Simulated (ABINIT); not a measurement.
# Au2S (Pn-3m): one start, several treatments of the self-energy, part 2 of 2

How much does the gap of Au2S (Pn-3m) depend on the approximation to the self-energy?

ABINIT 10.8.3; LDA and many-body steps on it, plane waves. Known limits of the many-body steps: not at the basis limit; d shell near the gap, gap tends to lie low; no spin-orbit coupling; coarse k mesh.

So far. Step 4 (G0W0, Godby-Needs plasmon pole): The gap on the mesh goes from 1.99 eV to 2.52 eV, a correction of +0.53 eV. Step 5 (G0W0, von der Linden-Horsch plasmon pole): Against G0W0 in ABINIT (2×2×2 mesh, 222 bands, screening to 141.5 eV, Godby-Needs plasmon pole), the gap moves by −0.111 eV.

**6. G0W0, Hybertsen-Louie plasmon pole**

Level of this step: G0W0 on LDA, plane waves, norm-conserving pseudopotentials (ABINIT).

Input file run.abi:

```
acell 3*1.0 Angstrom
rprim 
  5.273982180000 0.000000000000 0.000000000000
  0.000000000000 5.273982180000 0.000000000000
  0.000000000000 0.000000000000 5.273982180000
ntypat 2
znucl 16 79
natom 6
typat 1 1 2 2 2 2
xred 
  -0.000000000000 0.000000000000 -0.000000000000
  0.500000000000 0.500000000000 0.500000000000
  0.250000000000 0.250000000000 0.750000000000
  0.750000000000 0.250000000000 0.250000000000
  0.250000000000 0.750000000000 0.250000000000
  0.750000000000 0.750000000000 0.750000000000
pp_dirpath "pseudos"
pseudos "S.upf, Au.upf"
ecut 28
ngkpt 2 2 2
nshiftk 1
shiftk 0 0 0
kptopt 1
chksymbreak 0
istwfk *1
occopt 1
irdwfk 1
optdriver 4
nband 222
gwcalctyp 0
ecutsigx 28
symsigma 1
nkptgw 1
kptgw 
  0.0000000000 0.0000000000 0.0000000000
bdgw 
  42 46
ecuteps 5.2
irdscr 1
ppmodel 2
indata_prefix "in"
outdata_prefix "out"
tmpdata_prefix "tmp"
```

Launch:

```console
$ OMP_NUM_THREADS=1 mpirun -n 8 abinit run.abi > log
```

Numbers of over 12 decimals in the logs are rounded to 6 here.

Log:

```text
.Version 10.8.3 of ABINIT. v10.8.2 released Aug 2026.

 Symmetries : space group Pn -3 m (#224); Bravais cP (primitive cubic)
[... echo of the input left out ...]
== DATASET  1 ==================================================================
-   mpi_nproc: 8, omp_nthreads: 1 (-1 if OMP is not activated)

--- !DatasetInfo
iteration_state: {dtset: 1, }
dimensions: {natom: 6, nkpt: 4, mband: 222, nsppol: 1, nspinor: 1, nspden: 1, mpw: 7088, }
cutoff_energies: {ecut:  28.0, pawecutdg:  -1.0, }
[...]
44   4.579 -18.163 -21.080   2.629   0.854  -0.171 -18.409  -0.246   4.333
       45   6.568  -9.303  -5.538  -3.544   0.871  -0.148  -9.110   0.193   6.761
       46   6.568  -9.303  -5.538  -3.544   0.871  -0.148  -9.110   0.193   6.761

== END DATASET(S) ==============================================================
================================================================================

 -outvars: echo values of variables after computation  --------
           etotal      0.0000000000E+00
            nband         222
             nkpt           4
          spgroup         224
 [... the other variables as echoed above ...]

 Calculation completed.
```

The job ended after 24 s (8 MPI ranks of Arm Neoverse N1, shared host; peak memory 2.1 GiB; 3.2 min of CPU time).

This step gave:

```
G0W0 gap on the points computed              : 2.428 eV
starting gap on the mesh                     : 1.989 eV
k of the valence top                         : 0, 0, 0
k of the conduction bottom                   : 0, 0, 0
least direct G0W0 gap on the computed points : 2.428 eV
```

Against G0W0 in ABINIT (2×2×2 mesh, 222 bands, screening to 141.5 eV, Godby-Needs plasmon pole), the gap moves by −0.088 eV.

**7. One-shot Hartree-Fock**

This step: one-shot Hartree-Fock on LDA, plane waves, norm-conserving pseudopotentials.

run.abi: that of step 6 with these lines changed.

```diff
@@ -28,4 +28,4 @@
 optdriver 4
-nband 222
-gwcalctyp 0
+nband 48
+gwcalctyp 5
 ecutsigx 28
@@ -37,5 +37,4 @@
   42 46
-ecuteps 5.2
-irdscr 1
-ppmodel 2
+ixc_sigma 40
+fftgw 31
 indata_prefix "in"
```

Log:

```text
.Version 10.8.3 of ABINIT. v10.8.2 released Aug 2026.

 Symmetries : space group Pn -3 m (#224); Bravais cP (primitive cubic)
[... echo of the input left out ...]
== DATASET  1 ==================================================================
-   mpi_nproc: 8, omp_nthreads: 1 (-1 if OMP is not activated)

--- !DatasetInfo
iteration_state: {dtset: 1, }
dimensions: {natom: 6, nkpt: 4, mband: 48, nsppol: 1, nspinor: 1, nspden: 1, mpw: 7088, }
cutoff_energies: {ecut:  28.0, pawecutdg:  -1.0, }
[...]
44   4.579 -18.163 -21.080   0.000   1.000   0.000 -21.080  -2.917   1.662
       45   6.568  -9.303  -5.538   0.000   1.000   0.000  -5.538   3.766  10.334
       46   6.568  -9.303  -5.538   0.000   1.000   0.000  -5.538   3.766  10.334

== END DATASET(S) ==============================================================
================================================================================

 -outvars: echo values of variables after computation  --------
           etotal      0.0000000000E+00
            nband          48
             nkpt           4
          spgroup         224
 [... the other variables as echoed above ...]

 Calculation completed.
```

It took 4.5 s on 8 MPI ranks; peak memory 0.75 GiB; 35 s of CPU time.

Numbers from this step:

- quasiparticle gap on the points computed: 8.672 eV
- starting gap on the mesh: 1.989 eV
- k of the valence top: 0, 0, 0
- k of the conduction bottom: 0, 0, 0
- least direct quasiparticle gap on the computed points: 8.672 eV

Against G0W0 in ABINIT (2×2×2 mesh, 222 bands, screening to 141.5 eV, Godby-Needs plasmon pole), the gap moves by +6.156 eV.

**8. Side by side**

Times are wall times on 8 MPI ranks of Arm Neoverse N1, shared host, good to a factor of about two. A run's time includes the screening step that it read.

```
                                     run   mesh  bands  screening cutoff (eV)  DFT gap (eV)  gap on the mesh (eV)  direct (eV)  ε∞ used     time
          G0W0, Godby-Needs plasmon pole  2×2×2    222                  141.5         1.989                 2.516        2.516    10.90  2.9 min
G0W0, von der Linden-Horsch plasmon pole  2×2×2    222                  141.5         1.989                 2.405        2.405    10.90  2.9 min
      G0W0, Hybertsen-Louie plasmon pole  2×2×2    222                  141.5         1.989                 2.428        2.428    10.90  2.9 min
                   one-shot Hartree-Fock  2×2×2      -                      -         1.989                 8.672        8.672        -    4.5 s
```

**9. Results**

```
G0W0, Godby-Needs plasmon pole           : 2.516 eV
G0W0, von der Linden-Horsch plasmon pole : 2.405 eV
G0W0, Hybertsen-Louie plasmon pole       : 2.428 eV
one-shot Hartree-Fock                    : 8.672 eV
known limits                             : not at the basis limit; d shell near the gap, gap tends to lie low; no spin-orbit coupling; coarse k mesh
```

**Reading.** G0W0, von der Linden-Horsch plasmon pole: −0.111 eV against G0W0, Godby-Needs plasmon pole. G0W0, Hybertsen-Louie plasmon pole: −0.088 eV against G0W0, Godby-Needs plasmon pole. One-shot Hartree-Fock: +6.156 eV against G0W0, Godby-Needs plasmon pole. Bare exchange alone opens the gap to 8.67 eV; against G0W0, correlation takes back 6.16 eV. Bands and cutoff are finite, so the gap is not at the basis limit. The miss can reach some tenths of an eV and take either sign; the mesh is an error of its own. In the first G0W0 run levels were corrected at 1 k point alone, so a gap called «on the mesh» is the least over those, and an edge elsewhere would be missed. The 2×2×2 mesh is coarse for this cell, which bears on the long-range parts of exchange and screening. A d shell, filled or nearly so, lies near the gap. One-shot GW converges very slowly in bands there, not always from below, and on a semilocal start the gap tends to come out low; starts rich in exact exchange can overshoot instead. The many-body steps are scalar-relativistic: spin-orbit coupling is not in them.

[Paths, hosts, dates, memory and timing lines, banners, echoed tables and standing remarks are left out of the program output.]

[Logs are printed without paths, hosts, clocks, repeated set-up lines and the standing remarks that a program may print on its own settings, such as how far it seeks lower states.]

[Runs of the session that timed out or met a known fault of the program may be left out.]

[No measured gap is set beside runs whose start may be inverted or whose files or cutoffs have a known fault.]

[Hosts, paths, dates, database ids (printed as entryN), source tags and the programs' standing remarks are cut or masked in the printed files.]

[G0W0 gaps are taken among the corrected bands and points alone; a level outside them can change the order at an edge.]

[Where Ansatz stands beside ABINIT at settings called matched, ABINIT's density can come from a denser mesh and the files from another edition; pairs whose starting gaps differed by over 0.03 eV were left out, so agreement reads better than it is.]
